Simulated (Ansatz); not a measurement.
**Sensitivity of the G0W0 gap of WS2 (Tungstenite)**

Aim: change settings of a G0W0 run on WS2 (Tungstenite) and see what moves.

Calculated with Ansatz 0.2.0; G0W0 on PBE, plane waves, PAW; PAW set soft_1.

Most raw output is cut from this account.

## Step 1: The structure

Symmetry: P6_3/mmc, No. 194, hexagonal system. Conventional cell: a = 3.153 Å, b = 3.153 Å, c = 12.323 Å, α = 90.00°, β = 90.00°, γ = 120.00°. Nearest to W lie 6 S at 2.40 Å. Nearest to S lie 3 W at 2.40 Å. Farther neighbours and most contacts between anions are not listed.

The cell and positions come from the Crystallography Open Database and are kept as given unless a step says otherwise. Spin-orbit coupling is left out unless a step names it.

## Step 2: The base run: 6×6×2 mesh, 240 empty bands, screening to 100 eV, PAW set soft_1 files

G0W0 replaces the xc potential by the self-energy, built once from these orbitals. Only a window of levels is corrected, while the sums run over the empty bands that the input names. This step takes PAW set soft_1 files.

Input file input.yaml:

```yaml
crystal:
  lattice:
    - [3.1532, 0.0, 0.0]
    - [-1.5766, 2.7307513032, 0.0]
    - [0.0, 0.0, 12.323]
  atoms:
    - { symbol: W, position: [0.3333333333, 0.6666666667, 0.25] }
    - { symbol: W, position: [0.6666666667, 0.3333333333, 0.75] }
    - { symbol: S, position: [0.3333333333, 0.6666666667, 0.6225] }
    - { symbol: S, position: [0.6666666667, 0.3333333333, 0.1225] }
    - { symbol: S, position: [0.3333333333, 0.6666666667, 0.8775] }
    - { symbol: S, position: [0.6666666667, 0.3333333333, 0.3775] }
kpoints:
  mp_grid: { grid: [6, 6, 2] }
hamiltonian:
  xc: pbe
  pseudopotentials: { kind: paw, azcp: { folder: soft_1 } }
scf:
  occupations: { method: fixed }
gw:
  n_empty_bands: 240
  ecut_chi: 100
  qp_bands: [v2, c2]
  qp_kpoints: band_edges
  screening: { model: contour_deformation }
```

Run with:

```
$ ansatz run input.yaml --threads 3 --pin off --max-ram 92160MiB --backend cuda --events-out ev --progress --plain --runs-dir out --devices 1 --max-vram 13GiB
```

The job ended after 16 s (1 × NVIDIA H100 80GB HBM3 (shared by 6 runs) with 3 threads of AMD EPYC 7R13 (Zen 3), shared host; peak memory 1.3 GiB).

Numbers from this step:

* bands summed: 266
* RPA ε∞ on this mesh (eigenvalues): 5.932, 14.11, 14.11
* plane waves in the screening matrix: 255
* q-points in the mesh: 72
* G0W0 gap on the mesh: 1.333 eV
* k of the valence top: 0, 0, 0
* k of the conduction bottom: 0.1667, 0.1667, 0
* starting gap on the mesh: 0.9782 eV
* Z at the valence top: 0.7586
* Z at the conduction bottom: 0.7694
* least direct G0W0 gap on the computed points: 2.318 eV

The gap on the mesh goes from 0.98 eV to 1.33 eV, a correction of +0.35 eV. Between the two edge states, bare exchange in place of the xc potential would open the gap by 4.62 eV, and correlation takes back 4.26 eV.

## Step 3: Variant: all filled levels at the zone centre

input.yaml: that of step 2 with these lines changed.

```diff
@@ -22,4 +22,4 @@
   ecut_chi: 100
-  qp_bands: [v2, c2]
-  qp_kpoints: band_edges
+  qp_bands: [lowest, c2]
+  qp_kpoints: [[0, 0, 0]]
   screening: { model: contour_deformation }
```

Wall time 15 s (1 × NVIDIA H100 80GB HBM3 (shared by 6 runs) with 3 threads); peak memory 1.2 GiB.

Absolute levels on the run's own zero. QP, by row:

| k index | band | KS (eV) | Sigma_x (eV) | Sigma_c (eV) | Vxc (eV) | Z | QP linearised (eV) | QP (eV) | source | doubts |
| --- | --- | --- | --- | --- | --- | --- | --- | --- | --- | --- |
| 0 | 1 | -62.84 | -53.93 | 15.51 | -37.85 | 0.5345 | -63.43 | -63.41 | root | z_under_floor |
| 0 | 2 | -62.84 | -53.93 | 15.51 | -37.85 | 0.5345 | -63.43 | -63.41 | root | z_under_floor |
| 0 | 3 | -27.12 | -42.1 | 9.733 | -31.55 | 0.651 | -27.96 | -27.93 | root |  |
| 0 | 4 | -27.12 | -42.1 | 9.733 | -31.55 | 0.651 | -27.96 | -27.93 | root |  |
| 0 | 5 | -26.93 | -42.23 | 9.51 | -31.96 | 0.6393 | -27.71 | -27.69 | root |  |
| 0 | 6 | -26.93 | -42.23 | 9.51 | -31.96 | 0.6393 | -27.71 | -27.69 | root |  |
| 0 | 7 | -26.93 | -42.23 | 9.51 | -31.96 | 0.6393 | -27.71 | -27.69 | root |  |
| 0 | 8 | -26.93 | -42.23 | 9.51 | -31.96 | 0.6393 | -27.71 | -27.69 | root |  |
| 0 | 9 | -3.927 | -24.16 | 8.235 | -15.79 | 0.6284 | -4.064 | -4.062 | root |  |
| 0 | 10 | -3.696 | -24.27 | 8.079 | -16.03 | 0.6477 | -3.853 | -3.852 | root |  |
| 0 | 11 | -2.379 | -24.29 | 7.636 | -16.37 | 0.6765 | -2.663 | -2.66 | root |  |
| 0 | 12 | -1.94 | -24.64 | 7.423 | -16.96 | 0.6826 | -2.203 | -2.201 | root |  |
| 0 | 13 | 4.072 | -19.11 | 4.862 | -14.02 | 0.6701 | 3.846 | 3.844 | root |  |
| 0 | 14 | 5.125 | -19.69 | 4.263 | -15.23 | 0.702 | 4.924 | 4.925 | root |  |
| 0 | 15 | 7.868 | -17.68 | 3.163 | -14.06 | 0.7121 | 7.404 | 7.411 | root |  |
| 0 | 16 | 8.237 | -20.41 | 2.601 | -17.64 | 0.7223 | 8.063 | 8.064 | root |  |
| 0 | 17 | 8.237 | -20.41 | 2.601 | -17.64 | 0.7223 | 8.063 | 8.064 | root |  |
| 0 | 18 | 8.251 | -20.41 | 2.583 | -17.66 | 0.7223 | 8.08 | 8.081 | root |  |
| 0 | 19 | 8.251 | -20.41 | 2.583 | -17.66 | 0.7223 | 8.08 | 8.081 | root |  |
| 0 | 20 | 9.474 | -20.25 | 1.81 | -18.27 | 0.7541 | 9.303 | 9.304 | root |  |
| 0 | 21 | 9.474 | -20.25 | 1.81 | -18.27 | 0.7541 | 9.303 | 9.304 | root |  |
| 0 | 22 | 9.528 | -20.31 | 1.766 | -18.38 | 0.7549 | 9.366 | 9.366 | root |  |
| 0 | 23 | 9.528 | -20.31 | 1.766 | -18.38 | 0.7549 | 9.366 | 9.366 | root |  |
| 0 | 24 | 10.2 | -18.79 | 2.216 | -16.24 | 0.7566 | 9.867 | 9.868 | root |  |
| 0 | 25 | 10.49 | -18.27 | 1.132 | -16.98 | 0.7528 | 10.33 | 10.34 | root |  |
| 0 | 26 | 11.72 | -19.49 | 0.6285 | -18.8 | 0.7586 | 11.66 | 11.66 | root |  |
| 0 | 27 | 14.03 | -13.75 | -4.179 | -18.4 | 0.759 | 14.5 | 14.5 | root |  |
| 0 | 28 | 14.03 | -13.75 | -4.179 | -18.4 | 0.759 | 14.5 | 14.5 | root |  |

Against the base:

| setting | base | variant |
| --- | --- | --- |
| levels asked | v2 to c2 | lowest to c2 |
| points asked | band edges | [[0, 0, 0]] |

## Step 4: Variant: coarser q mesh

input.yaml: that of step 3 with these lines changed.

```diff
@@ -22,4 +22,5 @@
   ecut_chi: 100
-  qp_bands: [lowest, c2]
-  qp_kpoints: [[0, 0, 0]]
+  qp_bands: [v2, c2]
+  qp_kpoints: band_edges
   screening: { model: contour_deformation }
+  q_mesh: [3, 3, 1]
```

The job ended after 12 s (1 × NVIDIA H100 80GB HBM3 (shared by 6 runs) with 3 threads; peak memory 1.2 GiB; 11 s of CPU time).

Against the base:

| setting | base | variant |
| --- | --- | --- |
| q mesh | - | [3, 3, 1] |

```
                                    quantity  variant   base
                    starting gap on the mesh    0.978  0.978
                        G0W0 gap on the mesh    1.349  1.333
least direct G0W0 gap on the computed points    2.431  2.318
                        Z at the valence top    0.752  0.759
                  Z at the conduction bottom    0.762  0.769
```

## Step 5: Summary of results

| Quantity | Value |
| --- | --- |
| base | 1.33 eV, 16 s |
| all filled levels at the zone centre | direct gap at the listed points 2.84 eV, 15 s |
| coarser q mesh | 1.35 eV, 12 s |

In words: All filled levels at the zone centre: only the listed points were computed; the least direct gap there is 2.84 eV, with levels asked and points asked changed against the base. Coarser q mesh: the gap moves by +0.02 eV; such settings are too crude to quote. All runs here use a coarse mesh and modest cutoffs; they test settings and are not final values. The 6×6×2 mesh is coarse for this cell (its supercell is 19 Å along the shortest edge). The RPA ε∞ on it, from the PBE start, is 5.93 and 14.11; such meshes misread the long-range screening, most where the gap is narrow. The many-body steps are scalar-relativistic: spin-orbit coupling is not in them.

[Paths, hosts, dates, memory and timing lines, banners, echoed tables and standing remarks are left out of the program output.]

[Logs are printed without paths, hosts, clocks, repeated set-up lines and the standing remarks that a program may print on its own settings, such as how far it seeks lower states.]

[Runs of the session that timed out or met a known fault of the program may be left out.]

[Cells called generated may have been cut or substituted from an entry of the Crystallography Open Database or the Materials Project.]

[Hosts, paths, dates, database ids (printed as entryN), source tags and the programs' standing remarks are cut or masked in the printed files.]
